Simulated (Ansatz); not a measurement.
**How the smearing shapes the phonons of Ir-Pd stack of (111) layers**

Does Ir-Pd stack of (111) layers have a Kohn anomaly or a soft branch that a wide smearing hides? The first relaxation steps of the session are not shown, so no cell shown is the starting entry, unless a step says so.

Method: DFT PBEsol, scalar-relativistic, plane waves, PAW, in Ansatz 0.2.0.

## 1. The cell after earlier relaxation steps

The cell holds 2 atoms: 1 Ir and 1 Pd. Cell: a = 2.629 Å, b = 2.629 Å, c = 28.292 Å, α = 90.0°, β = 90.0°, γ = 120.0°. Vacuum lies along c.

## 2. Tight relaxation

Residual forces and stress shift phonon frequencies, so the cell is relaxed again, with tight thresholds and the mesh and smearing of this input. Earlier relaxation steps are not shown.

input.yaml

```yaml
crystal:
  lattice:
    - [2.6292997402, -2.7594e-06, 0.0]
    - [-1.3146474804, 2.2770417489, 0.0]
    - [0.0, 0.0, 28.2917840871]
  atoms:
    - { symbol: Ir, position: [0.0, 0.0, 0.1941255616] }
    - { symbol: Pd, position: [0.3333333333, 0.6666666667, 0.2740630107] }
  periodic: [true, true, false]
kpoints:
  mp_grid: { grid: [12, 12, 1] }
hamiltonian:
  xc: pbesol
scf:
  occupations: { method: methfessel_paxton, width: 0.2 }
output:
  forces: true
  stress: true
  eigenvalues: true
  write_density: true
  write_potential: true
  elf: true
  volumetric_format: npy
relax:
  adjacent_minimum: "off"
  f_tol: 0.001
  max_steps: 60
  cell: { stress_2d_tol: 0.002 }
```

The run is started by

```
> ansatz run input.yaml --threads 4 --pin off --max-ram 8192MiB --backend cpu --events-out ev --progress --plain --runs-dir out
```

Numbers of over 12 decimals in the logs are rounded to 6 here.

What it wrote:

```text
[the first part of the log is left out]
  E_xc         = -432.282476
  E_vxc        = -508.306335  (∫ρ·V_xc dr)
  E_paw        = -12774.059483  (= ΣΔE_a)
  E_vpaw       = -564.906280  (= ΣTr[D̂ρ^β])
  E_aug_tail   = 0.000256  (compensation charges beyond the density's cutoff)
  E_ewald      = 47938.770147
  E_core_change = 0.567809  (= ΣΔE_core)
  E_smearing   = -0.017969  (= −TS)
  E_closure    = -0.000000  (closes the sum)
  Σ components = -18703.839449   (vs F -18703.839449, Δ=0.00e0)
--- Forces (eV/Å), atoms counted from 1 ---
  atom   1  Ir    -0.00000000    -0.00000000    -0.00003319
  atom   2  Pd     0.00000000     0.00000000     0.00003309
  max |Σ_I F_I| component: 9.94e-8 eV/Å
--- 2D stress c σ (N/m, compression-positive) ---
       -0.001082      -0.000000      -0.000000
       -0.000000      -0.001082      -0.000000
       -0.000000      -0.000000      -0.000000
  P = ½ c Tr σ = -0.0011 N/m
--- Band table (eV; the first three rows and the last of 19) ---
  k-point 0: bands = ["-97.7035", "-89.7699", "-55.4440", "-55.3010", "-55.3010", "-54.3638", "-54.2093", "-54.2093", "-14.1849", "-11.7601", "-9.1919", "-8.5730", "-8.5730", "-8.3830", "-8.3830", "-6.9347", "-6.4470", "-6.4470", "-4.8832", "-4.8832", "-4.7873", "-0.3404"]
  k-point 1: bands = ["-97.6989", "-89.7654", "-55.4385", "-55.3363", "-55.3094", "-54.3571", "-54.2667", "-54.2229", "-13.8744", "-11.5227", "-9.1613", "-8.7360", "-8.5646", "-8.3764", "-8.1691", "-7.2627", "-6.5029", "-6.4815", "-5.5790", "-4.9168", "-3.5665", "-0.1406"]
  k-point 2: bands = ["-97.6864", "-89.7530", "-55.4360", "-55.4196", "-55.3325", "-54.4218", "-54.3390", "-54.2600", "-13.0528", "-10.9496", "-9.2668", "-9.1383", "-8.7035", "-7.8614", "-7.8211", "-7.5621", "-7.0131", "-6.5869", "-5.2277", "-5.0090", "-2.2043", "0.4496"]
  k-point 18: bands = ["-97.6263", "-89.6934", "-55.6657", "-55.6617", "-55.3543", "-54.7921", "-54.7829", "-54.2528", "-10.3008", "-9.8613", "-9.7136", "-8.7103", "-8.5155", "-8.4470", "-8.3556", "-6.8439", "-6.0516", "-5.4163", "1.2124", "2.5643", "2.8212", "3.4231"]
--- Relaxed structure (4 steps of the walk, 4 accepted, 1 SCFs on fresh bases) ---
  F+E_penalty+E_count = -18703.83944896 eV   max|allowed force component| = 3.314e-5 eV/Å   (the final SCF, on the basis selected at the relaxed cell)
  cell:  # Å, volume = 169.3206 Å³
    - [2.628812, -2.758881673950855e-6, 0]
    - [-1.314403, 2.276619, 0]
    - [0, 0, 28.2917840871]
  atoms:
    - { symbol: Ir, position: [0, -3.703106787766006e-17, 0.194096] }
    - { symbol: Pd, position: [0.333333, 0.666667, 0.274093] }
```

Wall time 15 s (4 threads of Arm Neoverse V1, shared host); peak memory 0.47 GiB.

Little changed from the start: no atom moved by 0.005 Å and no cell edge by 0.1 %.

This step gave:

```
metallic on mesh  : yes
gap on the k-mesh : 0 eV
```

ELF in the ca plane at fractional y = 0.667, with atoms of Pd within 0.2 Å of it. It is the smooth field of the valence electrons, not physical close to the nuclei.

Values, 5 rows by 16 columns, each cell a mean:
```
0.00 0.00 0.01 0.08 0.26 0.45 0.29 0.21 0.22 0.12 0.02 0.00 0.00 0.00 0.00 0.00
0.00 0.00 0.01 0.08 0.26 0.36 0.26 0.31 0.29 0.11 0.02 0.00 0.00 0.00 0.00 0.00
0.00 0.00 0.01 0.07 0.27 0.31 0.25 0.45 0.42 0.10 0.02 0.00 0.00 0.00 0.00 0.00
0.00 0.00 0.01 0.07 0.27 0.33 0.25 0.43 0.43 0.10 0.02 0.00 0.00 0.00 0.00 0.00
0.00 0.00 0.01 0.08 0.27 0.33 0.25 0.38 0.34 0.11 0.02 0.00 0.00 0.00 0.00 0.00
```
Columns run along c (16.0 Å, from fractional 0.00 to 0.57 of the cell), rows up along a (2.6 Å). Atoms in or near the plane, at fractional coordinates: Pd at (0.27, 0.33).

Electrostatic potential energy in the ca plane at fractional y = 0.667, with atoms of Pd within 0.2 Å of it. With pseudopotentials it is smooth inside the atoms' cores, unlike the true potential.

Ten even steps from '0' (-46 eV) to '9' (0 eV), each cell a mean:
```
99999999999986213788878899999999999999999999
99999999999986213788878899999999999999999999
99999999999997535788544789999999999999999999
99999999999998777885100489999999999999999999
99999999999999888883000179999999999999999999
99999999999999888883000179999999999999999999
99999999999998777885100379999999999999999999
99999999999997545787534789999999999999999999
```
Columns run along c (16.0 Å, from fractional 0.00 to 0.57 of the cell; values clipped at the 3rd and 97th percentile), rows up along a (2.6 Å). Atoms in or near the plane, at fractional coordinates: Pd at (0.27, 0.33).

Valence density in the ca plane at fractional y = 0.667, with atoms of Pd within 0.2 Å of it. It is the smooth field of the valence electrons, not physical close to the nuclei.

Ten steps, logarithmic in the rise over the least value, from '0' (0 e/Å³) to '9' (13 e/Å³), each cell a mean:
```
00000000000124565322233210000000000000000000
00000000000123565322233210000000000000000000
00000000000123454323455310000000000000000000
00000000000012333224788521000000000000000000
00000000000012232236999731000000000000000000
00000000000012232236999731000000000000000000
00000000000012333235798631000000000000000000
00000000000123454323565320000000000000000000
```
Columns run along c (16.0 Å, from fractional 0.00 to 0.57 of the cell), rows up along a (2.6 Å). Atoms in or near the plane, at fractional coordinates: Pd at (0.27, 0.33).

## 3. Phonons along a line: Fermi–Dirac smearing of 0.1 eV

The smearing blurs the Fermi surface that screens the phonons; a Fermi–Dirac width is an electronic temperature.

input.yaml

```yaml
crystal:
  lattice:
    - [2.628811627, -2.7589e-06, 0.0]
    - [-1.3144034243, 2.2766190302, 0.0]
    - [0.0, 0.0, 28.2917840871]
  atoms:
    - { symbol: Ir, position: [0.0, 0.0, 0.1940958864] }
    - { symbol: Pd, position: [0.3333333333, 0.6666666667, 0.2740926859] }
  periodic: [true, true, false]
kpoints:
  mp_grid: { grid: [24, 24, 1] }
hamiltonian:
  xc: pbesol
scf:
  occupations: { method: fermi_dirac, width: 0.1 }
output:
  eigenvalues: true
phonons:
  method: dfpt
  qpoints:
    - [0, 0, 0]
    - [0.041666667, 0.0, 0.0]
    - [0.125, 0.0, 0.0]
    - [0.208333333, 0.0, 0.0]
    - [0.291666667, 0.0, 0.0]
    - [0.375, 0.0, 0.0]
    - [0.458333333, 0.0, 0.0]
```

What it wrote:

```text
The run solves and reports these wavevectors of phonons.qpoints, in the list's order, at another value: [0.041666667, 0.0, 0.0] as [0.041667, 0.0, 0.0], [0.208333333, 0.0, 0.0] as [0.208333, 0.0, 0.0], [0.291666667, 0.0, 0.0] as [0.291667, 0.0, 0.0], [0.458333333, 0.0, 0.0] as [0.458333, 0.0, 0.0].
[...]
Crystal: 2 atoms, lattice volume = 169.321 Å³
Basis set: ecut = 420 eV, 3401 PW (Γ), exchange–correlation on 36×36×384 points (8 copies of the dense FFT grid, shifted against one another)
Bands: 22, of which v1, the nominal top of the filled ones, is band 18 counted from 1 (17 counted from 0)
Symmetry: 6 space group operations
k-points: 61 of 576 (time reversal used)
[...]
SCF iter   1: F=—  HF=-18703.936219 eV  |F-HF|=—  |Δ(HF+E_count)|=         —  Δρ=5.38e-3  dr2=5.73e-1  ethr=1.77e-3  ⟨swp⟩=14.2  Hψ=12115  notcnv=0
[...]
SCF iter  13: F=-18703.902624 eV  HF=-18703.902624 eV  |F-HF|=6.55e-11  |Δ(HF+E_count)|=  5.35e-10  Δρ=3.04e-8  dr2=2.15e-12  ethr=1.00e-12  ⟨swp⟩=11.4  Hψ=9412  notcnv=0
SCF 1 converged in 13 iterations: F = -18703.902624 eV  dr2 = 2.15e-12
[...]
NSCF: frozen V_eff on 61 k-points
WARN: eigensolver did not converge (k=0): 1 band(s) unlocked after 2 eigensolves, warm-restarted (20 sweeps on the last) at ethr=1.45e-12 eV (storage-precision floor; scheduled 1.00e-12 eV) (lowest unlocked band 21, counted from 0; max residual 1.20e-4 eV among the unlocked bands, 1.20e-4 eV over every band; other slots of this pass that fall short are told together in one closing line; warning suppressed until the next SCF loop or pass starts)
WARN: eigensolver did not converge in 46 slots of this pass, the one above among them; of largest residual over every band (k=21): 1 band(s) unlocked (lowest unlocked band 21, counted from 0; max residual 2.65e-3 eV among the unlocked bands, 2.65e-3 eV over every band); of lowest unlocked band (k=0): band 21
[...]
DFPT response loops at q = (0, 0, 0) (fractional): preconditioner auto → none (partly filled bands, converged f_vac=0.772); β = 0.50; Broyden in place of MSR1
[...]
SCF converged after 13 iterations
Free energy (F): -18703.902624 eV
[...]
Internal energy: -18703.772436 eV  (E = F + TS)
E sigma→0 (E₀):  -18703.837530 eV
Entropy (-TS):   -0.130187 eV (-65.094 meV/atom)
Fermi energy:    -5.380833 eV
[...]
--- Band table (eV; the first three rows and the last of 61) ---
  k-point 0: bands = [... 14 lower, -8.3304, -6.9264, -6.4521, -6.4521, -4.8504, -4.8504, -4.7836, -0.3683]
  k-point 1: bands = [... 14 lower, -8.2746, -7.0312, -6.4664, -6.4103, -5.3264, -4.8592, -4.2053, -0.3179]
  k-point 2: bands = [... 14 lower, -8.1083, -7.2552, -6.5054, -6.4735, -5.5677, -4.8850, -3.5525, -0.1673]
  k-point 60: bands = [... 14 lower, -8.3303, -6.8275, -6.0500, -5.3924, 1.2517, 2.5768, 2.8421, 3.4354]
--- Phonons (Γ-DFPT): 4 representative perturbations + reference (Σ response iterations 25) ---
  ASR residual: 7.765e-4 → 0.000e0 eV/Å²; symmetrization residual: 1.405e-5 eV/Å²
  ASR residual per site (eV/Å²): 7.77e-4 4.76e-4
  Γ frequencies (cm⁻¹): 0.00 0.00 0.00 71.79 71.79 168.41
  non-analytic LO–TO correction: not included (Born effective charges unavailable; polar crystals: no LO–TO splitting at Γ)
--- Phonons (arbitrary-q DFPT): 7 explicit q-points ---
  q = [0, 0, 0] (of the zone-centre solve; hermiticity 3.93e-6, symmetrization 6.25e-7): -0.00 0.00 0.00 71.79 71.79 168.41
  q = [0.041667, 0, 0] (4 solved perturbations in 1752 linear systems a pass and spin channel, the states on 576 of 576 k-point pairs; hermiticity 5.48e-6, symmetrization 5.84e-9): 3.39 17.69 32.82 74.22 79.17 167.83
[...]
sum rule: each row above includes the acoustic sum rule's correction from the zone centre's row sums; it moved no ω² by more than (1.10 cm⁻¹)²
```

It took 24 min on 4 threads; peak memory 3.8 GiB.

Each wavevector solved by linear response. Table of frequency by |q| along the line:

| \|q\| along the line (Å⁻¹) | mode 1 (cm⁻¹) | mode 2 (cm⁻¹) | mode 3 (cm⁻¹) | mode 4 (cm⁻¹) | mode 5 (cm⁻¹) | mode 6 (cm⁻¹) |
| --- | --- | --- | --- | --- | --- | --- |
| 0.000 | 0 | 0 | 0 | 71.8 | 71.8 | 168 |
| 0.115 | 3.39 | 17.7 | 32.8 | 74.2 | 79.2 | 168 |
| 0.345 | 18.9 | 51.0 | 90.2 | 90.8 | 118 | 167 |
| 0.575 | 32.5 | 80.9 | 112 | 122 | 157 | 179 |
| 0.805 | 39.8 | 98.2 | 121 | 135 | 175 | 215 |
| 1.035 | 36.6 | 109 | 116 | 153 | 181 | 245 |
| 1.265 | 22.1 | 113 | 115 | 163 | 178 | 260 |

## 4. What came out

```yaml
phonon_run_of_the_rows_without_a_label_of_their_own: PBEsol, k 24×24×1
lowest_branch_at_the_last_solved_point_fermi_dirac_0p1_ev: 22.1 cm⁻¹ at |q| = 1.26 Å⁻¹
```

In words: Spin–orbit coupling, left out here, matters for Ir. The structure was built by hand as an ordered model, and its stability against other phases was not tested.

[Logs are printed without paths, hosts, clocks, repeated set-up lines and the standing remarks that a program may print on its own settings, such as how far it seeks lower states.]

[Hosts, paths, dates, database ids (printed as entryN), source tags and the programs' standing remarks are cut or masked in the printed files.]
